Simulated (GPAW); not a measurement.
# Collinear magnetic orders of MnGe7 (Ge16x211 Mn2 nn) with GPAW, part 2 of 2

Does MnGe7 (Ge16x211 Mn2 nn) prefer parallel or opposed moments, or none?

GPAW 26.7.0; PBE with U = 4 eV on Mn d; plane waves with GPAW's PAW setups, scalar-relativistic.

So far. Step 2 (Run 1 (ferro ++)): After 32 cycles the largest moment stands at 4.27 μB.

## Step 3: Run 2 (antiferro +-)

Another pattern of signs weighs the neighbour shells otherwise.

File order2.py:

```python
import json
import numpy as np
from ase import Atoms
from ase.parallel import paropen, parprint
from gpaw import GPAW

atoms = Atoms(['Mn', 'Mn', 'Ge', 'Ge', 'Ge', 'Ge', 'Ge', 'Ge', 'Ge', 'Ge', 'Ge', 'Ge', 'Ge', 'Ge', 'Ge', 'Ge'],
    cell=[[11.316, 0.0, 0.0],
         [0.0, 5.658, 0.0],
         [0.0, 0.0, 5.658]],
    scaled_positions=[[0.0, 0.0, 0.0],
         [0.125, 0.25, 0.25],
         [0.0, 0.5, 0.5],
         [0.125, 0.75, 0.75],
         [0.25, 0.0, 0.5],
         [0.375, 0.25, 0.75],
         [0.25, 0.5, 0.0],
         [0.375, 0.75, 0.25],
         [0.5, 0.0, 0.0],
         [0.625, 0.25, 0.25],
         [0.5, 0.5, 0.5],
         [0.625, 0.75, 0.75],
         [0.75, 0.0, 0.5],
         [0.875, 0.25, 0.75],
         [0.75, 0.5, 0.0],
         [0.875, 0.75, 0.25]],
    pbc=True,
    magmoms=[4.5, -4.5, 0.0, 0.0, 0.0, 0.0, 0.0, 0.0, 0.0, 0.0, 0.0, 0.0, 0.0, 0.0, 0.0, 0.0])
atoms.calc = GPAW(mode={'name': 'pw', 'ecut': 450},
    xc='PBE',
    kpts={'size': (3, 5, 5), 'gamma': True},
    occupations={'name': 'fermi-dirac', 'width': 0.05},
    convergence={'density': 1e-05, 'energy': 1e-05},
    maxiter=200,
    mixer={'name': 'pulay', 'beta': 0.05, 'nmaxold': 6, 'weight': 50},
    setups={'Mn': ':d,4.0'},
    symmetry={'tolerance': 1e-4},
    txt='order2.txt')
e = atoms.get_potential_energy(force_consistent=True)
res = {'free_energy': e, 'energy_sigma0': atoms.get_potential_energy(), 'fermi_energy': atoms.calc.get_fermi_level()}
res['moments'] = atoms.get_magnetic_moments().tolist()
res['total'] = atoms.get_magnetic_moment()
parprint('site moments (muB):', np.round(res['moments'], 3))
parprint(f"total moment: {res['total']:.3f} muB")
parprint(f'free energy: {e:.6f} eV')
atoms.calc.write('order2.gpw')
with paropen('results.json', 'w') as f:
    json.dump(res, f)
```

Command:

```
$ OMP_NUM_THREADS=1 mpirun -n 4 gpaw python order2.py > order2.log
```

Numbers of over 12 decimals in the logs are rounded to 6 here.

The program printed:

```text
site moments (muB): [ 4.192e+00 -4.192e+00  3.300e-02 -3.300e-02  5.400e-02  1.000e-03
  5.400e-02  1.000e-03  4.000e-03 -4.000e-03  4.000e-03 -4.000e-03
 -1.000e-03 -5.400e-02 -1.000e-03 -5.400e-02]
total moment: 0.000 muB
free energy: -76.079117 eV

--- order2.txt ---
Input parameters:
  mode=PW(ecut=450),
  convergence={'density': 1e-05, 'energy': 1e-05},
  kpts=MonkhorstPack(size=(3, 5, 5), gamma=True),
  maxiter=200,
  mixer=Pulay(name='pulay', nmaxold=6, beta=0.05, weight=50, sigma=0.015, g_ss=None),
  occupations=Occupations(name='fermi-dirac', width=0.05),
  setups={'Mn': ':d,4.0'},
  symmetry=Symmetry(tolerance=0.0001),
  xc=XC(name='PBE')

Diagonalizing LCAO Hamiltonian
Converting LCAO to pw mode
    .---------------------------.
   /|                           |
  / |  Ge            Ge         |
 *  |                           |
 |  |       Ge            Ge    |
 | Ge            Ge             |
 |  |   Ge    Ge      Ge    Ge  |
 |  .---------------------------.
 | / Mn  Ge        Ge  Ge      /
 |/                           /
 Mn------------Ge------------*

Atoms  # Å, Bohr magnetons
|    | symbol |        x |        y |        z |    initial magnetic moments |
|----|--------|----------|----------|----------|-----------------------------|
|  0 |     Mn | 0.000000 | 0.000000 | 0.000000 | ( 0.0000,  0.0000,  4.5000) |
|  1 |     Mn | 1.414500 | 1.414500 | 1.414500 | ( 0.0000,  0.0000, -4.5000) |
|  2 |     Ge | 0.000000 | 2.829000 | 2.829000 | ( 0.0000,  0.0000,  0.0000) |
|  3 |     Ge | 1.414500 | 4.243500 | 4.243500 | ( 0.0000,  0.0000,  0.0000) |
|  4 |     Ge | 2.829000 | 0.000000 | 2.829000 | ( 0.0000,  0.0000,  0.0000) |
|  5 |     Ge | 4.243500 | 1.414500 | 4.243500 | ( 0.0000,  0.0000,  0.0000) |
|  6 |     Ge | 2.829000 | 2.829000 | 0.000000 | ( 0.0000,  0.0000,  0.0000) |
|  7 |     Ge | 4.243500 | 4.243500 | 1.414500 | ( 0.0000,  0.0000,  0.0000) |
|  8 |     Ge | 5.658000 | 0.000000 | 0.000000 | ( 0.0000,  0.0000,  0.0000) |
|  9 |     Ge | 7.072500 | 1.414500 | 1.414500 | ( 0.0000,  0.0000,  0.0000) |
| 10 |     Ge | 5.658000 | 2.829000 | 2.829000 | ( 0.0000,  0.0000,  0.0000) |
| 11 |     Ge | 7.072500 | 4.243500 | 4.243500 | ( 0.0000,  0.0000,  0.0000) |
| 12 |     Ge | 8.487000 | 0.000000 | 2.829000 | ( 0.0000,  0.0000,  0.0000) |
| 13 |     Ge | 9.901500 | 1.414500 | 4.243500 | ( 0.0000,  0.0000,  0.0000) |
| 14 |     Ge | 8.487000 | 2.829000 | 0.000000 | ( 0.0000,  0.0000,  0.0000) |
| 15 |     Ge | 9.901500 | 4.243500 | 1.414500 | ( 0.0000,  0.0000,  0.0000) |

Unit cell  # Å
| periodic |         x |        y |        z |   lengths |    angles |
|----------|-----------|----------|----------|-----------|-----------|
|      yes | 11.316000 | 0.000000 | 0.000000 | 11.316000 | 90.000000 |
|      yes |  0.000000 | 5.658000 | 0.000000 |  5.658000 | 90.000000 |
|      yes |  0.000000 | 0.000000 | 5.658000 |  5.658000 | 90.000000 |

Number of symmetries: 2

BZ-sampling:
  Number of BZ points: 75
  Number of IBZ points: 24

  Monkhorst-Pack size: [3, 5, 5]
  Monkhorst-Pack shift: [0, 0, 0]

Plane wave coefficients: 7882
Cutoff: 450.000000 eV

Spin-components: 2 (collinear spins)
Bands:           56
Projectors:      82
Spin-degeneracy: 1
Datatype:        complex128

Parallelization:
  kpt:    4
  domain: 1
  band:   1

Density:
  Valence electrons: 86.0
  Components: 2
  Grid points: [56 28 28]
  Charge: 0.0  # |e|

Potential:
  Grid points: [56 28 28]

[... setups left out ...]
Reference energy: -862395.106081  # eV

eigensolver:
  PPCG
  Converge bands: occupied
  niter=2

density mixing:
  Pulay-Mixer
  Linear mixing parameters: 0.05
  Old densities: 6
  Fourier metric: weight=50, sigma=0.015

occupation numbers:
  Fermi-Dirac:
    width: 0.0500  # eV

poisson solver:
  ecut: 3600.000000  # eV

xc functional:
  name: PBE with 2 nearest neighbor stencil

convergence criteria:
- Maximum integral of absolute [dens]ity change: 1e-05 electrons / valence electron
- Maximum [total energy] change in last 3 cyles: 1e-05 eV / valence electron
- Maximum integral of absolute [eigenst]ate change: 4e-08 eV^2 / valence electron
maximum number of iterations: 200

SCF iterations
|iter     |      energy | eigst |  dens |  magmom |
|---------|-------------|-------|-------|---------|
|iter:   1|       0s |  -76.178028 | +0.09 |       |  +0.0000|
|iter:   2|       5s |  -76.151026 | -1.52 | -0.98 |  +0.0000|
|iter:   3|      10s |  -76.032360 | -1.98 | -1.01 |  -0.0000|
|iter:   4|      16s |  -76.041373 | -1.66 | -1.10 |  -0.0000|
|iter:   5|      21s |  -76.045971 | -2.93 | -1.50 |  -0.0000|
|iter:   6|      26s |  -76.056554 | -2.25 | -1.56 |  +0.0000|
|iter:   7|      31s |  -76.050580 | -3.39 | -2.03 |  -0.0000|
|iter:   8|      38s |  -76.052677 | -3.02 | -2.02 |  -0.0000|
|iter:   9|      45s |  -76.052729 | -4.53 | -2.38 |  -0.0000|
|iter:  10|      52s |  -76.052454c| -4.36 | -2.38 |  -0.0000|
|iter:  11|      58s |  -76.052911c| -5.17 | -2.38 |  +0.0000|
|iter:  12|      64s |  -76.055151 | -3.94 | -2.41 |  +0.0000|
|iter:  13|      69s |  -76.055269 | -5.07 | -2.81 |  +0.0000|
|iter:  14|      74s |  -76.055378c| -5.91 | -2.85 |  +0.0000|
|iter:  15|      79s |  -76.055554c| -5.43 | -2.88 |  +0.0000|
|iter:  16|      84s |  -76.055928c| -5.14 | -2.94 |  +0.0000|
|iter:  17|      89s |  -76.056035c| -5.70 | -3.13 |  +0.0000|
|iter:  18|      95s |  -76.056043c| -6.57 | -3.29 |  +0.0000|
|iter:  19|     100s |  -76.056159c| -5.74 | -3.31 |  +0.0000|
|iter:  20|     105s |  -76.056180c| -6.39 | -3.55 |  +0.0000|
|iter:  21|     110s |  -76.056191c| -7.03 | -3.64 |  +0.0000|
|iter:  22|     115s |  -76.056205c| -6.81 | -3.72 |  +0.0000|
|iter:  23|     121s |  -76.056224c| -6.35 | -3.84 |  +0.0000|
|iter:  24|     126s |  -76.056223c| -7.73c| -4.29 |  +0.0000|
|iter:  25|     131s |  -76.056229c| -7.25 | -4.27 |  +0.0000|
|iter:  26|     133s |  -76.056229c| -8.16c| -4.66 |  +0.0000|
|iter:  27|     136s |  -76.056228c| -8.10c| -4.64 |  -0.0000|
|iter:  28|     139s |  -76.056228c| -8.39c| -4.80 |  -0.0000|
|iter:  29|     141s |  -76.056229c| -8.41c| -4.98 |  +0.0000|
|iter:  30|     144s |  -76.056228c| -8.41c| -5.01c|  +0.0000|

Converged in 30 steps
Energy contributions relative to reference atoms: (reference = -862395.106081)

Energy contributions:
  Kinetic:         227.583698
  Coulomb:        -199.616488
  Zero:              0.276581
  External:          0.000000
  Xc:             -104.277131
  Entropy:          -0.045776
  Spinorbit:         0.000000
  ----------------------------
  Free energy:     -76.079117
  Extrapolated:    -76.056228

dipole moment: (-62.607608, -68.169889, -68.169889)  # |e|*Ang

Total magnetic moment: (0.000000, 0.000000, 0.000000)

Local magnetic moments
|        x |        y |         z |
|----------|----------|-----------|
| 0.000000 | 0.000000 |  4.191954 |  # Mn   0
| 0.000000 | 0.000000 | -4.191954 |  # Mn   1
| 0.000000 | 0.000000 |  0.032551 |  # Ge   2
| 0.000000 | 0.000000 | -0.032551 |  # Ge   3
| 0.000000 | 0.000000 |  0.053544 |  # Ge   4
| 0.000000 | 0.000000 |  0.000502 |  # Ge   5
| 0.000000 | 0.000000 |  0.053544 |  # Ge   6
| 0.000000 | 0.000000 |  0.000502 |  # Ge   7
| 0.000000 | 0.000000 |  0.003920 |  # Ge   8
| 0.000000 | 0.000000 | -0.003920 |  # Ge   9
| 0.000000 | 0.000000 |  0.003992 |  # Ge  10
| 0.000000 | 0.000000 | -0.003992 |  # Ge  11
| 0.000000 | 0.000000 | -0.000502 |  # Ge  12
| 0.000000 | 0.000000 | -0.053544 |  # Ge  13
| 0.000000 | 0.000000 | -0.000502 |  # Ge  14
| 0.000000 | 0.000000 | -0.053544 |  # Ge  15

Fermi level: 5.301
Eigenvalues  # (at kpt = [0.000, 0.000, 0.000])
| band index |      eig [eV] | occ [0-1] |      eig [eV] | occ [0-1] |
|------------|---------------|-----------|---------------|-----------|
|          0 |       -76.542 |     1.000 |       -76.542 |     1.000 |
|        ... |               |           |               |           |
|         34 |         2.961 |     1.000 |         2.961 |     1.000 |
|         35 |         3.082 |     1.000 |         3.082 |     1.000 |
|         36 |         3.523 |     1.000 |         3.523 |     1.000 |
|         37 |         3.776 |     1.000 |         3.776 |     1.000 |
|         38 |         3.964 |     1.000 |         3.964 |     1.000 |
|         39 |         3.978 |     1.000 |         3.978 |     1.000 |
|         40 |         4.870 |     1.000 |         4.870 |     1.000 |
|         41 |         4.871 |     1.000 |         4.871 |     1.000 |
|         42 |         5.872 |     0.000 |         5.872 |     0.000 |
|         43 |         5.997 |     0.000 |         5.997 |     0.000 |
|         44 |         6.250 |     0.000 |         6.250 |     0.000 |
|         45 |         6.307 |     0.000 |         6.307 |     0.000 |
|         46 |         6.340 |     0.000 |         6.340 |     0.000 |
|         47 |         6.592 |     0.000 |         6.592 |     0.000 |
|         48 |         6.679 |     0.000 |         6.679 |     0.000 |
|         49 |         6.985 |     0.000 |         6.985 |     0.000 |
|        ... |               |           |               |           |
|         55 |         8.326 |     0.000 |         8.326 |     0.000 |

No gap
No difference between direct/indirect transitions
```

Run time: 2.6 min. Hardware: 4 MPI ranks of Intel Xeon 6975P-C (Granite Rapids), shared host; peak memory 1.5 GiB; 10 min of CPU time.

Spin moment in the augmentation sphere by atom:

```tsv
atom	spin moment in the augmentation sphere (μB)
Mn1	4.19
Mn2	-4.19
Ge3	0.03
Ge4	-0.03
Ge5	0.05
Ge6	0.00
Ge7	0.05
Ge8	0.00
Ge9	0.00
Ge10	0.00
Ge11	0.00
Ge12	0.00
Ge13	0.00
Ge14	-0.05
Ge15	0.00
Ge16	-0.05
```

This step gave:

- magnetization: 0 μB
- final state: antiferromagnetic

It lies 211 meV a seeded atom under the first start, and its largest moment is 4.19 μB against 4.27 μB.

## Step 4: Energies of the orders

These are free energies at a smearing of 0.05 eV, so its entropy term is in the differences. They are divided by the number of seeded atoms, so that cells of unlike size compare.

Orders:

```tsv
start	final state	typed order kept	energy over the lowest (meV a seeded atom)	largest site moment (μB)	net moment (μB a primitive cell)	mesh matched	CPU time (s)
ferro ++	ferromagnetic	yes	211.3	4.271	8.494	yes	701.2
antiferro +-	antiferromagnetic	yes	0	4.192	0	yes	617.6
```

## Step 5: Results

| Item | Value |
| --- | --- |
| lowest state found | antiferromagnetic (typed antiferro +-) |
| largest site moment | 4.19 μB |
| next state | ferromagnetic, 211 meV a seeded atom higher |

The lowest state found is antiferromagnetic, reached from the start antiferro +-, with moments up to 4.19 μB. The next state costs 211 meV a seeded atom. Only 2 starts are shown; other collinear patterns, canted and longer-period orders are not.

[Logs and program files are shortened in this print: banners, set-up blocks, solver, clock and traceback lines can be left out without a mark of their own.]

[Logs are printed without paths, hosts, clocks, repeated set-up lines and the standing remarks that a program may print on its own settings, such as how far it seeks lower states.]

[Hosts, paths, dates, database ids (printed as entryN), source tags and the programs' standing remarks are cut or masked in the printed files.]

[Where a cell is said to come from a database of computed structures, the database is the Materials Project.]
